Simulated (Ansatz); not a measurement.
# Be (Im-3m, 1 atom in the cell): Grüneisen parameters, part 2 of 2

Wanted: mode Grüneisen parameters of Be (Im-3m, 1 atom in the cell).

Ansatz 0.2.0; DFT PBEsol, scalar-relativistic, plane waves, PAW; PAW set soft_1.

So far, highest frequency on the path or at a solved wavevector (cm⁻¹): step 2 (the dispersion) 687; step 4 (phonons at the other volume, volume ratio 0.97) 713.

This is not the structure that Be takes at ambient pressure and room temperature (hexagonal, No. 194); it is a model or a phase of other conditions.

**5. Relaxing at another volume, volume ratio 1.03**

The volume is scaled by 1.03 and held; symmetry leaves nothing to relax, so this is a single point. The modes can then be followed against volume.

The input, input.yaml:

```yaml
crystal:
  lattice:
    - [-1.2585063992, 1.2585063992, 1.2585063992]
    - [1.2585063992, -1.2585063992, 1.2585063992]
    - [1.2585063992, 1.2585063992, -1.2585063992]
  atoms:
    - { symbol: Be, position: [0.0, 0.0, 0.0] }
kpoints:
  mp_grid: { grid: [24, 24, 24] }
hamiltonian:
  xc: pbesol
  pseudopotentials: { kind: paw, azcp: { folder: soft_1 }, xc_functional: pbe }
scf:
  occupations: { method: methfessel_paxton, width: 0.2 }
output:
  forces: true
  stress: true
  eigenvalues: true
```

Command:

```sh
$ ansatz run input.yaml --threads 4 --pin off --max-ram 10240MiB --backend cpu --events-out ev --progress --plain --runs-dir out
```

Numbers of over 12 decimals in the logs are rounded to 6 here.

The program printed:

```text
[...]
Crystal: 1 atoms, lattice volume = 7.973 Å³
Basis set: ecut = 420 eV, 141 PW (Γ), exchange–correlation on 30×30×30 points (8 copies of the dense FFT grid, shifted against one another)
Bands: 5, of which v1, the nominal top of the filled ones, is band 1 counted from 1 (0 counted from 0)
Symmetry: 48 space group operations
[...]
k-points: 413 of 13824
[...]
Internal energy: -90.249206 eV  (E = F + TS)
E sigma→0 (E₀):  -90.249067 eV
Entropy (-TS):   0.000185 eV (0.185 meV/atom)
Fermi energy:    8.985490 eV
[...]
--- Stress (GPa, compression-positive) ---
       -3.557783      -0.000000       0.000000
        0.000000      -3.557783      -0.000000
        0.000000       0.000000      -3.557783
  P = ⅓ Tr σ = -3.5578 GPa (-35.578 kbar)
--- Band table (eV; the first three rows and the last of 413) ---
[...]
[key lines of the parts left out:]
SCF converged after 5 iterations
Free energy (F): -90.249020 eV
```

The job ended after 0.56 s (4 threads of Arm Neoverse V1, shared host; peak memory 0.26 GiB; 1.7 s of CPU time).

Numbers from this step:

```yaml
pressure: -3.558 GPa
volume_per_atom: 7.973 Å³
```

The run ends at a pressure of -3.56 GPa.

**6. Phonons at the other volume, volume ratio 1.03**

The phonons are repeated at this volume on the same k and q meshes.

Changes to input.yaml since step 5:

```diff
@@ -15,4 +15,11 @@
 output:
-  forces: true
-  stress: true
   eigenvalues: true
+phonons:
+  method: dfpt
+  qmesh: [6, 6, 6]
+  temperatures: { t_max: 1000, t_step: 50 }
+  qpath:
+    path:
+      - [[0.0, 0.0, 0.0], [0.5, -0.5, 0.5], [0.0, 0.0, 0.5], [0.0, 0.0, 0.0], [0.25, 0.25, 0.25], [0.5, -0.5, 0.5]]
+      - [[0.25, 0.25, 0.25], [0.0, 0.0, 0.5]]
+    npoints: 10
```

The program printed:

```text
[...]
Crystal: 1 atoms, lattice volume = 7.973 Å³
Basis set: ecut = 420 eV, 141 PW (Γ), exchange–correlation on 30×30×30 points (8 copies of the dense FFT grid, shifted against one another)
Bands: 5, of which v1, the nominal top of the filled ones, is band 1 counted from 1 (0 counted from 0)
Symmetry: 48 space group operations
k-points: 413 of 13824
[...]
E sigma→0 (E₀):  -90.249067 eV
Entropy (-TS):   0.000185 eV (0.185 meV/atom)
Fermi energy:    8.985491 eV
[...]
--- Band table (eV; the first three rows and the last of 413) ---
[...]
ASR residual: 1.102e-5 → 0.000e0 eV/Å²; symmetrization residual: 3.701e-17 eV/Å²
  ASR residual per site (eV/Å²): 1.10e-5
  Γ frequencies (cm⁻¹): 0.00 0.00 0.00
--- Phonons (arbitrary-q DFPT): 16 irreducible q on the 6×6×6 mesh ---
[...]
interpolated dispersion: 62 rows × 3 modes
[...]
[key lines of the parts left out:]
SCF converged after 6 iterations
Free energy (F): -90.249020 eV
```

Elapsed: 2.5 min, on 4 threads; peak memory 1.6 GiB.

This step gave:

| Property | Result |
| --- | --- |
| lowest frequency on the path | -86.38 cm⁻¹ |
| highest frequency on the path or at a solved wavevector | 661.1 cm⁻¹ |
| lowest mode on the q mesh (acoustic modes at Γ apart) | -86.38 cm⁻¹ |

Frequencies (cm⁻¹) solved at each irreducible wavevector; negative means imaginary. Frequencies by wavevector, by row:

```
q in reciprocal lattice units  star  mode 1  mode 2  mode 3
                        0 0 0     1       0       0       0
                   0 0 0.1667    12      77   309.9   348.3
                   0 0 0.3333    12   -41.2   517.3     560
                     0 0 -0.5     6   -86.4   588.5   642.1
              0 0.1667 0.1667    24   195.1   323.4     571
              0 0.1667 0.3333    48   250.9   517.3   632.9
              0 0.3333 0.3333     8     410   542.3   542.3
         0.1667 0.1667 0.1667     8   252.6   252.6   661.1
         0.1667 0.1667 0.3333    12   248.7     490   525.9
        0.1667 0.1667 -0.1667     6   334.2   366.9   366.9
        0.1667 0.3333 -0.3333    24   384.8   526.6   563.6
             0.1667 -0.5 -0.5    12   384.3   601.4   651.9
          0.1667 -0.5 -0.3333    24   479.8     562   627.5
        0.3333 0.3333 -0.3333     6   571.9   571.9   577.1
             0.3333 -0.5 -0.5    12   575.9   617.5   618.9
               -0.5 -0.5 -0.5     1   640.4   640.4   640.4
```

The highest frequency on the path or at a solved wavevector is 661.1 cm⁻¹, -25.9 cm⁻¹ against the base run.

**7. Grüneisen parameters**

The Grüneisen parameter of a mode is minus the logarithmic change of its frequency with volume, −d ln ω / d ln V; weighted by heat capacity it gives the expansion.

Numbers from this step:

- bulk modulus: 126.4 GPa

Phonon branches along the path, in cm⁻¹:

```
    point  branch 1  branch 2  branch 3
        Γ         0         0         0
  halfway       500       500       508
        H       665       665       665
  halfway       508       630       664
        N       -54       605       670
  halfway        74       444       482
        Γ         0         0         0
  halfway       203       203       646
        P       425       425       425
  halfway       482       611       611
        H       665       665       665
jump to P       425       425       425
  halfway       211       561       596
        N       -54       605       670
```

The same for volume x 0.97:

```
point  branch 1  branch 2  branch 3
    Γ         0         0         0
    H       691       691       691
    N        45       623       698
    Γ         0         0         0
    P       449       449       449
    H       691       691       691
    P       449       449       449
    N        45       623       698
```

The same for volume x 1.03:

```
point  branch 1  branch 2  branch 3
    Γ         0         0         0
    H       640       640       640
    N       -86       588       642
    Γ         0         0         0
    P       401       401       401
    H       640       640       640
    P       401       401       401
    N       -86       588       642
```

The first set of phonon branches as a text plot (rows in cm⁻¹):

```
    694 |                  *                **
    661 |          ******** ***            *             **    **
    628 |         *   ******   *              *      ****     *
    595 |        *     *    *** *                   *  *      ***
    561 |       *       *      **         *        *         *
    528 |                                      *  *   *     **
    495 |     **         *       *                   *      *
    462 |                 *              *       *  *      *
    429 |    *                   **             *          *
    395 |                                      *   *
    362 |   *                     *              **        *
    329 |   *                      *    *     *
    296 |                          *         *              *
    262 |  *               *                                 *
    229 |  *                        *       *
    196 |                           *      *
    163 |                              * **                   *
    130 | *                 *        *  *
     96 |                         ** *                         *
     63 |                       **  *  *
     30 |                      *     *
     -3 |*                            *                         *
    -37 |                     *
    -70 |                    *
         Γ           H       N        Γ         P        H|P    N
```

**8. Summary of results**

```json
{
 "bulk modulus": "126 GPa"
}
```

In words: No expansion is given, because modes are imaginary at one volume or more. Branches are matched by rank, so values near crossings are rough. With no gap, or one that is small against the smearing, the frequencies hang on the k mesh and the smearing, most of all near Kohn anomalies. The PAW files were made for PBE and serve the other functionals too. A phonon run warned that its eigensolver left some bands unconverged in a pass.

[Logs are printed without paths, hosts, clocks, repeated set-up lines and the standing remarks that a program may print on its own settings, such as how far it seeks lower states.]

[Hosts, paths, dates, database ids (printed as entryN), source tags and the programs' standing remarks are cut or masked in the printed files.]
